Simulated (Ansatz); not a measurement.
# Lattice dynamics of TiSeS monolayer, Janus, part 2 of 2

Wanted: vibrations and spectra of TiSeS monolayer, Janus; the cell is already relaxed. After the zone centre comes a 6×6×1 q mesh on a 18×18×1 k mesh.

Ansatz 0.2.0; DFT PBEsol, scalar-relativistic, plane waves, PAW.

So far. Step 2 (Modes at Γ): Before it was imposed, the acoustic sum rule was missed by 3.3e-5 eV/Å². Small misses are needed for a sound result but don't prove that mesh and cutoff are converged. The lowest optical mode is real, 122 cm⁻¹.

### Step 3. Response at finite wavevector (continued)

The partial phonon density of states has structure finer than the step of the table below, so its rows give means over 20 cm⁻¹, whole bins alone (the curve runs from -88.6 to 392 cm⁻¹). Peaks (cm⁻¹: height): S 207.6: 0.0151, 228.7: 0.0515, 304.3: 0.0575, 349.6: 0.0258; Se 95.8: 0.0223, 135.0: 0.0272, 162.2: 0.0451, 207.6: 0.0242, 231.7: 0.0167; Ti 95.8: 0.0201, 138.1: 0.0149, 207.6: 0.0256, 228.7: 0.0189, 304.3: 0.0173, 352.6: 0.0368.

Phonopy on the run's constants, 19x19x1 mesh, Gaussian sigma 3.4 cm-1. Interpolated from a 6×6×1 q mesh. Partial phonon density of states against wavenumber; means over each step; values in 1/cm⁻¹/cell:

| wavenumber (cm⁻¹) | S | Se | Ti |
| --- | --- | --- | --- |
| -60 | 0 | 2.5e-6 | 8.3e-6 |
| -40 | 9.0e-6 | 2.6e-4 | 5.5e-4 |
| -20 | 0 | 1.7e-6 | 3.1e-6 |
| 0 | 4.4e-4 | 0.00111 | 6.7e-4 |
| 20 | 0.00100 | 0.00287 | 0.00206 |
| 40 | 0.00153 | 0.00455 | 0.00325 |
| 60 | 0.00217 | 0.00689 | 0.00497 |
| 80 | 0.00282 | 0.0111 | 0.00883 |
| 100 | 0.00314 | 0.0154 | 0.0124 |
| 120 | 0.00167 | 0.0168 | 0.00758 |
| 140 | 0.00202 | 0.0228 | 0.0125 |
| 160 | 0.00197 | 0.0289 | 0.00707 |
| 180 | 0.00316 | 0.00471 | 0.00573 |
| 200 | 0.00860 | 0.0127 | 0.0145 |
| 220 | 0.0235 | 0.00925 | 0.0113 |
| 240 | 0.0272 | 0.00972 | 0.00901 |
| 260 | 0.00809 | 0.00113 | 0.00321 |
| 280 | 0.00634 | 4.1e-4 | 0.00364 |
| 300 | 0.0305 | 4.9e-4 | 0.0110 |
| 320 | 0.00512 | 6.4e-5 | 0.00267 |
| 340 | 0.00924 | 2.5e-4 | 0.0128 |
| 360 | 0.0111 | 3.6e-4 | 0.0152 |
| 380 | 3.3e-4 | 2.0e-5 | 4.1e-4 |

Symmetry leaves 7 wavevectors to solve. The lowest mode among them, the acoustic zeros apart, lies at q = (0, -0.5, 0) and is imaginary, 82.6i cm⁻¹, so the energy falls along it.

### Step 4. Another isotope, element S, natural mass 32.06 amu

An isotope changes the mass and not the force constants, so no new electronic calculation is needed; the shifts show which modes move this element.

The same force constants with the mass of S changed from 32.060 to 33.968 u (phonopy, no LO-TO term). Both lists are sorted by frequency; levels can cross, so a row need not hold one and the same mode. Modes under 3 cm⁻¹ are left out. Isotope shifts, by row:

| q | rank | natural mass (cm⁻¹) | changed mass (cm⁻¹) |
| --- | --- | --- | --- |
| 0 0 0 | 4 | 121.7 | 121.6 |
| 0 0 0 | 5 | 121.7 | 121.6 |
| 0 0 0 | 6 | 227.9 | 222.9 |
| 0 0 0 | 7 | 227.9 | 222.9 |
| 0 0 0 | 8 | 245.5 | 242.8 |
| 0 0 0 | 9 | 370.8 | 366.4 |
| 0 0.1667 0 | 1 | 25 | 24.85 |
| 0 0.1667 0 | 2 | 59.28 | 58.99 |
| 0 0.1667 0 | 3 | 93.52 | 93.09 |
| 0 0.1667 0 | 4 | 134.5 | 134.3 |
| 0 0.1667 0 | 5 | 173.8 | 172.4 |
| 0 0.1667 0 | 6 | 238.7 | 233.4 |
| 0 0.1667 0 | 7 | 239.4 | 236.7 |
| 0 0.1667 0 | 8 | 285.2 | 280.9 |
| 0 0.1667 0 | 9 | 359.2 | 354.5 |
| 0 0.3333 0 | 1 | 75.4 | 75.06 |
| 0 0.3333 0 | 2 | 91.42 | 91.4 |
| 0 0.3333 0 | 3 | 116.4 | 116.1 |
| 0 0.3333 0 | 4 | 152.2 | 152 |
| 0 0.3333 0 | 5 | 209.3 | 207.3 |
| 0 0.3333 0 | 6 | 230.8 | 225 |
| 0 0.3333 0 | 7 | 233.4 | 231.3 |
| 0 0.3333 0 | 8 | 301.8 | 295.4 |
| 0 0.3333 0 | 9 | 352.6 | 348.7 |
| 0 -0.5 0 | 1 | -82.56 | -82.51 |
| 0 -0.5 0 | 2 | 101.8 | 101.5 |
| 0 -0.5 0 | 3 | 129.7 | 129.6 |
| 0 -0.5 0 | 4 | 163.7 | 163.6 |
| 0 -0.5 0 | 5 | 204.5 | 204 |
| 0 -0.5 0 | 6 | 222.6 | 216.7 |
| 0 -0.5 0 | 7 | 229 | 224.9 |
| 0 -0.5 0 | 8 | 306.6 | 298.8 |
| 0 -0.5 0 | 9 | 354.9 | 352.1 |

A mode of this element alone would shift by -2.85 %. The highest zone-centre frequency without the field goes from 370.8 to 366.4 cm⁻¹ (-1.2 %). The product of the frequency ratios over all optical modes at Γ is 0.934; the product rule, (m/m′)^(3k/2) (M′/M)^(3/2) with k = 1 such atoms and M the mass of the cell, gives 0.934.

### Step 5. Isotope substitution, element Se, natural mass 78.971 amu

The same for Se, from 78.97 to 81.92 u.

The same force constants with the mass of Se changed from 78.971 to 81.917 u (phonopy, no LO-TO term). Both lists are sorted by frequency; levels can cross, so a row need not hold one and the same mode. Modes under 3 cm⁻¹ are left out. Isotope shifts, by row:

| q | rank | natural mass (cm⁻¹) | changed mass (cm⁻¹) |
| --- | --- | --- | --- |
| 0 0 0 | 4 | 121.7 | 120.7 |
| 0 0 0 | 5 | 121.7 | 120.7 |
| 0 0 0 | 6 | 227.9 | 227.7 |
| 0 0 0 | 7 | 227.9 | 227.7 |
| 0 0 0 | 8 | 245.5 | 243.4 |
| 0 0 0 | 9 | 370.8 | 370.6 |
| 0 0.1667 0 | 1 | 25 | 24.76 |
| 0 0.1667 0 | 2 | 59.28 | 58.75 |
| 0 0.1667 0 | 3 | 93.52 | 92.52 |
| 0 0.1667 0 | 4 | 134.5 | 133.3 |
| 0 0.1667 0 | 5 | 173.8 | 172.5 |
| 0 0.1667 0 | 6 | 238.7 | 237.3 |
| 0 0.1667 0 | 7 | 239.4 | 238.6 |
| 0 0.1667 0 | 8 | 285.2 | 285.1 |
| 0 0.1667 0 | 9 | 359.2 | 359.1 |
| 0 0.3333 0 | 1 | 75.4 | 74.7 |
| 0 0.3333 0 | 2 | 91.42 | 90.67 |
| 0 0.3333 0 | 3 | 116.4 | 115.4 |
| 0 0.3333 0 | 4 | 152.2 | 150 |
| 0 0.3333 0 | 5 | 209.3 | 208.1 |
| 0 0.3333 0 | 6 | 230.8 | 230.6 |
| 0 0.3333 0 | 7 | 233.4 | 231.9 |
| 0 0.3333 0 | 8 | 301.8 | 301.8 |
| 0 0.3333 0 | 9 | 352.6 | 352.6 |
| 0 -0.5 0 | 1 | -82.56 | -82.12 |
| 0 -0.5 0 | 2 | 101.8 | 101 |
| 0 -0.5 0 | 3 | 129.7 | 128.2 |
| 0 -0.5 0 | 4 | 163.7 | 161 |
| 0 -0.5 0 | 5 | 204.5 | 202.7 |
| 0 -0.5 0 | 6 | 222.6 | 222.4 |
| 0 -0.5 0 | 7 | 229 | 228.4 |
| 0 -0.5 0 | 8 | 306.6 | 306.6 |
| 0 -0.5 0 | 9 | 354.9 | 354.9 |

A mode of this element alone would shift by -1.81 %. The highest zone-centre frequency without the field goes from 370.8 to 370.6 cm⁻¹ (-0.0 %). The product of the frequency ratios over all optical modes at Γ is 0.973; the product rule, (m/m′)^(3k/2) (M′/M)^(3/2) with k = 1 such atoms and M the mass of the cell, gives 0.973.

### Step 6. Isotope substitution, element Ti, natural mass 47.867 amu

The same for Ti, from 47.87 to 49.94 u.

A mode of this element alone would shift by -2.10 %. The highest zone-centre frequency without the field goes from 370.8 to 366.5 cm⁻¹ (-1.1 %). The product of the frequency ratios over all optical modes at Γ is 0.957; the product rule, (m/m′)^(3k/2) (M′/M)^(3/2) with k = 1 such atoms and M the mass of the cell, gives 0.957.

### Step 7. Summary of results

| Property | Result |
| --- | --- |
| space group (within 0.01 Å) | P3m1 |
| area per atom | 3.36 Å² |
| electronic character | no gap on this mesh |
| highest optical mode at the zone centre (no LO-TO term) | 371 cm⁻¹ |
| lowest optical zone-centre mode | 122 cm⁻¹ |
| lowest mode on the q mesh (acoustic modes at Γ apart) | -82.6 cm⁻¹ |
| highest frequency on the path or at a solved wavevector | 371 cm⁻¹ |
| imaginary modes on the 6×6×1 q mesh | yes |

In words: Modes are clearly imaginary (beyond 10i cm⁻¹) at 1 of the 7 irreducible wavevectors, most at q = (0, -0.5, 0) (82.6i cm⁻¹), so this structure is not a minimum of the energy. The optical modes at Γ span 122 to 371 cm⁻¹. With no gap, or one that is small against the smearing, the frequencies hang on the k mesh and the smearing, most of all near Kohn anomalies. In a sheet or slab the interpolated bending branch near Γ is rough, since the rotational sum rule isn't imposed. A semilocal functional can close a gap that the real compound would have, so the metallic treatment may be an artefact of the level. A phonon run warned that its eigensolver left some bands unconverged in a pass. The starting cell was built on a prototype and not taken from a measurement. These are harmonic frequencies at zero temperature: anharmonic shifts, linewidths and thermal expansion are left out.

[Hosts, paths, dates, database ids (printed as entryN), source tags and the programs' standing remarks are cut or masked in the printed files.]
